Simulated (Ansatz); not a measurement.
# LiGeN (P6_3mc): how G0W0 depends on its starting point, part 2 of 2

Aim: G0W0 for LiGeN (P6_3mc) on several starting functionals, at one mesh, band count and screening cutoff.

Ansatz 0.2.0; G0W0 on several functionals, plane waves, PAW. Known limits of the many-body steps: not at the basis limit; no spin-orbit coupling.

So far. Step 2 (G0W0 on LDA): The gap on the mesh goes from 1.44 eV to 2.21 eV, a correction of +0.77 eV. Between the two edge states, bare exchange in place of the xc potential would open the gap by 6.07 eV, and correlation takes back 5.30 eV.

In doubt: masses and optical values from hybrid runs of this build are listed as unsure (step 4), which bears on the screening that GW takes from such a start.

## Step 3: G0W0 on PBE

The same correction from a different start measures what one shot leaves open.

This step: G0W0 on PBE, plane waves, PAW; PAW set soft_1.

input.yaml

```yaml
crystal:
  lattice:
    - [3.0124085355, 0.0, 0.0]
    - [-1.5062042677, 2.6088223183, 0.0]
    - [0.0, 0.0, 9.419459]
  atoms:
    - { symbol: Li, position: [0.66666667, 0.33333333, 0.743392] }
    - { symbol: Li, position: [0.33333333, 0.66666667, 0.243392] }
    - { symbol: Ge, position: [0.0, 0.0, 0.498023] }
    - { symbol: Ge, position: [0.0, 0.0, 0.998023] }
    - { symbol: "N", position: [0.33333333, 0.66666667, 0.603223] }
    - { symbol: "N", position: [0.66666667, 0.33333333, 0.103223] }
kpoints:
  mp_grid: { grid: [6, 6, 2] }
hamiltonian:
  xc: pbe
  pseudopotentials: { kind: paw, azcp: { folder: soft_1 } }
scf:
  occupations: { method: fixed }
gw:
  n_empty_bands: 586
  ecut_chi: 230.0
  qp_bands: [v2, c2]
  qp_kpoints: band_edges
  screening: { model: contour_deformation }
```

Run with:

```console
> ansatz run input.yaml --threads 3 --pin off --max-ram 92160MiB --backend cuda --events-out ev --progress --plain --runs-dir out --devices 1 --max-vram 13GiB
```

Numbers of over 12 decimals in the logs are rounded to 6 here.

The log of the run:

```text
GPUs: using 1 of 1 available (devices: 1).
[...]
GPU FFT provider: cuFFT
GPU libraries: cuBLAS 13.8.2, cuFFT 12.4.0, cuSOLVER 12.3.4
Crystal: 6 atoms, lattice volume = 74.026 Å³
Basis set: ecut = 420 eV, 1399 PW (Γ)
Bands: 28, of which v1, the nominal top of the filled ones, is band 22 counted from 1 (21 counted from 0)
Symmetry: 12 space group operations
[...]
k-points: 14 of 72
[...]
GPU buffer pool allocated for 36864 grid points (all kernels)
[...]
SCF iter   1: F=—  HF=-9769.977535 eV  |F-HF|=—  |Δ(HF+E_count)|=         —  Δρ=6.83e-2  dr2=3.07e0  ethr=3.10e-3  ⟨swp⟩=4.0  Hψ=1438  notcnv=0  defer=33
[...]
SCF iter   8: F=-9769.099719 eV  HF=-9769.099719 eV  |F-HF|=4.58e-8  |Δ(HF+E_count)|=   2.17e-6  Δρ=7.52e-6  dr2=3.68e-8  ethr=2.27e-10  ⟨swp⟩=6.4  Hψ=1450  notcnv=0
SCF 1 converged in 8 iterations: F = -9769.099719 eV  dr2 = 3.68e-8
[...]
NSCF: frozen V_eff on 14 k-points, pencils in batches of 32, up to order 112
[...]
NSCF: frozen V_eff on 14 k-points
G₀W₀ screening: q 1/14
[... further progress lines ...]
SCF converged after 8 iterations
Free energy (F): -9769.099719 eV
[...]
Internal energy: -9769.099719 eV  (E = F + TS)
E sigma→0 (E₀):  -9769.099719 eV
Fermi energy:    7.578000 eV
[...]
--- Band table (eV; the first three rows and the last of 14) ---
  k-point 0: bands = [... 18 lower, 6.4820, 6.4833, 6.4833, 7.3003, 10.1465, 11.1052, 14.7704, 15.1786, ... 2 higher]
  k-point 1: bands = [... 18 lower, 6.4827, 6.4827, 6.4827, 6.4827, 10.7690, 10.7690, 14.9735, 14.9735, ... 2 higher]
  k-point 2: bands = [... 18 lower, 5.5700, 6.0101, 6.0361, 7.5131, 11.2091, 12.3259, 13.5923, 13.8388, ... 2 higher]
  k-point 13: bands = [... 18 lower, 4.4853, 4.4853, 6.8044, 6.8044, 10.0211, 10.0211, 12.0109, 12.0109, ... 2 higher]
[...]
0    21      6.4833   -21.5983     2.6650   -18.3506  0.7340     5.8946     5.9007  root
     0    22      7.3003   -18.4841     2.2238   -15.6312  0.7318     6.6627     6.6712  root
     0    23     10.1465    -9.7921    -4.2516   -14.2555  0.7791    10.3588    10.3582  root
     0    24     11.1052   -10.2162    -4.7773   -15.3413  0.7696    11.4549    11.4530  root
     1    21      6.4827   -21.5990     2.6649   -18.3522  0.7340     5.8948     5.9008  root
     1    22      6.4827   -21.5990     2.6649   -18.3522  0.7340     5.8948     5.9008  root
     1    23     10.7690   -10.3579    -4.5343   -15.1913  0.7706    11.0693    11.0681  root
     1    24     10.7690   -10.3579    -4.5343   -15.1913  0.7706    11.0693    11.0681  root
[...]
13    21      6.8044   -15.8717     1.3287   -13.7431  0.7559     5.9909     6.0045  root
    13    22      6.8044   -15.8717     1.3287   -13.7431  0.7559     5.9909     6.0045  root
    13    23     10.0211    -8.6289    -3.7332   -12.4793  0.7715    10.1384    10.1382  root
    13    24     10.0211    -8.6289    -3.7332   -12.4793  0.7715    10.1384    10.1382  root
```

Run time: 34 s. Hardware: 1 × NVIDIA H100 80GB HBM3 (shared by 6 runs) with 3 threads of AMD EPYC 7R13 (Zen 3), shared host; peak memory 2 GiB; 59 s of CPU time.

This step gave:

```yaml
bands_summed: 608
rpa_eps_infinity_on_this_mesh_eigenvalues: 5.776, 8.505, 8.505
plane_waves_in_the_screening_matrix: 599
q_points_in_the_mesh: 72
g0w0_gap_on_the_mesh: 2.185 eV
k_of_the_valence_top: 0.1667, 0.1667, 0
k_of_the_conduction_bottom: 0, -0.5, 0
starting_gap_on_the_mesh: 1.467 eV
z_at_the_valence_top: 0.7406
z_at_the_conduction_bottom: 0.7739
least_direct_g0w0_gap_on_the_computed_points: 3.301 eV
```

Against the run with 6×6×2 mesh, 586 empty bands, screening to 230 eV, PAW set soft_1 files on LDA, the gap moves by −0.03 eV, while the start moved by +0.03 eV.

## Step 4: G0W0 on HSE06

This step: G0W0 on HSE06, plane waves, PAW; PAW set soft_1.

Changes to input.yaml since step 3:

```diff
@@ -15,3 +15,3 @@
 hamiltonian:
-  xc: pbe
+  xc: hse06
   pseudopotentials: { kind: paw, azcp: { folder: soft_1 } }
```

The log of the run:

```text
GPUs: using 1 of 1 available (devices: 1).
[...]
davidson cushion auto → on  (no smearing: the cushion is to keep the highest requested band from converging to the state above it; pin scf.eigensolver.cushion to override)
[...]
GPU FFT provider: cuFFT
GPU libraries: cuBLAS 13.8.2, cuFFT 12.4.0, cuSOLVER 12.3.4
Crystal: 6 atoms, lattice volume = 74.026 Å³
Basis set: ecut = 420 eV, 1399 PW (Γ)
[...]
1    23     11.2831    -9.9802    -4.4078   -14.4431  0.7970    11.3383    11.3382  root
     1    24     11.2831    -9.9802    -4.4078   -14.4431  0.7970    11.3383    11.3382  root
[...]
13    21      6.2983   -15.8164     1.1736   -14.1155  0.7858     5.7674     5.7711  root
    13    22      6.2983   -15.8164     1.1736   -14.1155  0.7858     5.7674     5.7711  root
    13    23     10.2406    -8.2004    -3.6393   -11.8746  0.7984    10.2756    10.2756  root
    13    24     10.2406    -8.2004    -3.6393   -11.8746  0.7984    10.2756    10.2756  root
[key lines of the parts left out:]
Free energy (F): -9770.664594 eV
Fermi energy:    6.972672 eV
```

Wall time 68 s (1 × NVIDIA H100 80GB HBM3 (shared by 6 runs) with 3 threads); peak memory 2.5 GiB.

This step gave:

```yaml
bands_summed: 608
rpa_eps_infinity_on_this_mesh_eigenvalues: 4.616, 6.633, 6.633
plane_waves_in_the_screening_matrix: 599
g0w0_gap_on_the_mesh: 2.582 eV
k_of_the_valence_top: 0.1667, 0.1667, 0
k_of_the_conduction_bottom: 0, -0.5, 0
starting_gap_on_the_mesh: 2.232 eV
least_direct_g0w0_gap_on_the_computed_points: 3.691 eV
```

Against the run with 6×6×2 mesh, 586 empty bands, screening to 230 eV, PAW set soft_1 files on PBE, the gap moves by +0.40 eV, while the start moved by +0.77 eV.

## Step 5: The starts together

All on the 6×6×2 mesh with 586 empty bands and screening to 230 eV. Times are wall times on 1 × NVIDIA H100 80GB HBM3 (shared by 6 runs) with 3 threads of AMD EPYC 7R13 (Zen 3), shared host, good to a factor of about two.

| start | starting gap (eV) | shift (eV) | G0W0 gap (eV) | RPA ε∞ (harmonic mean) | Z (valence, conduction) | time |
| --- | --- | --- | --- | --- | --- | --- |
| LDA | 1.44 | +0.77 | 2.21 | 7.45 | 0.74, 0.77 | 53 s |
| PBE | 1.47 | +0.72 | 2.19 | 7.35 | 0.74, 0.77 | 34 s |
| HSE06 | 2.23 | +0.35 | 2.58 | 5.79 | 0.77, 0.80 | 68 s |

The parts of the quasiparticle energy at the two band edges (eV; QP = start + Σx + Σc − Vxc):

| run | edge | start | Σx | Σc | Vxc | Z | QP |
| --- | --- | --- | --- | --- | --- | --- | --- |
| LDA | valence top | 7.28 | -18.32 | 1.87 | -15.96 | 0.74 | 6.79 |
| LDA | conduction bottom | 8.72 | -9.69 | -3.43 | -13.40 | 0.77 | 9.00 |
| PBE | valence top | 7.58 | -18.33 | 1.95 | -15.73 | 0.74 | 6.93 |
| PBE | conduction bottom | 9.04 | -9.63 | -3.34 | -13.04 | 0.77 | 9.11 |
| HSE06 | valence top | 6.97 | -18.21 | 1.78 | -16.11 | 0.77 | 6.66 |
| HSE06 | conduction bottom | 9.20 | -9.01 | -3.35 | -12.39 | 0.80 | 9.24 |

For a hybrid start, Vxc holds its share of exact exchange.

## Step 6: What came out

```
G0W0@LDA     : 2.21 eV (start 1.44 eV)
G0W0@PBE     : 2.19 eV (start 1.47 eV)
G0W0@HSE06   : 2.58 eV (start 2.23 eV)
known limits : not at the basis limit; no spin-orbit coupling
```

The starting gaps span 0.79 eV and the G0W0 gaps 0.40 eV. Between LDA and HSE06, 0.37 eV of the 0.79 eV survives, 47 %. HSE06 screens less than LDA (ε∞ 5.79 against 7.45). Of the 0.37 eV by which its G0W0 gap is higher, the correlation part gives +0.16 eV, and exchange with the one-particle terms, which follow the orbitals, +0.21 eV. The smallest correction, +0.35 eV, is on HSE06, the start nearest to reproducing itself. Bands and cutoff are finite, so the gap is not at the basis limit. The miss can reach some tenths of an eV and take either sign; the mesh is an error of its own. The many-body steps are scalar-relativistic: spin-orbit coupling is not in them.

[Paths, hosts, dates, memory and timing lines, banners, echoed tables and standing remarks are left out of the program output.]

[Logs are printed without paths, hosts, clocks, repeated set-up lines and the standing remarks that a program may print on its own settings, such as how far it seeks lower states.]

[Runs of the session that timed out or met a known fault of the program may be left out.]

[Cells called generated may have been cut or substituted from an entry of the Crystallography Open Database or the Materials Project.]

[Hosts, paths, dates, database ids (printed as entryN), source tags and the programs' standing remarks are cut or masked in the printed files.]
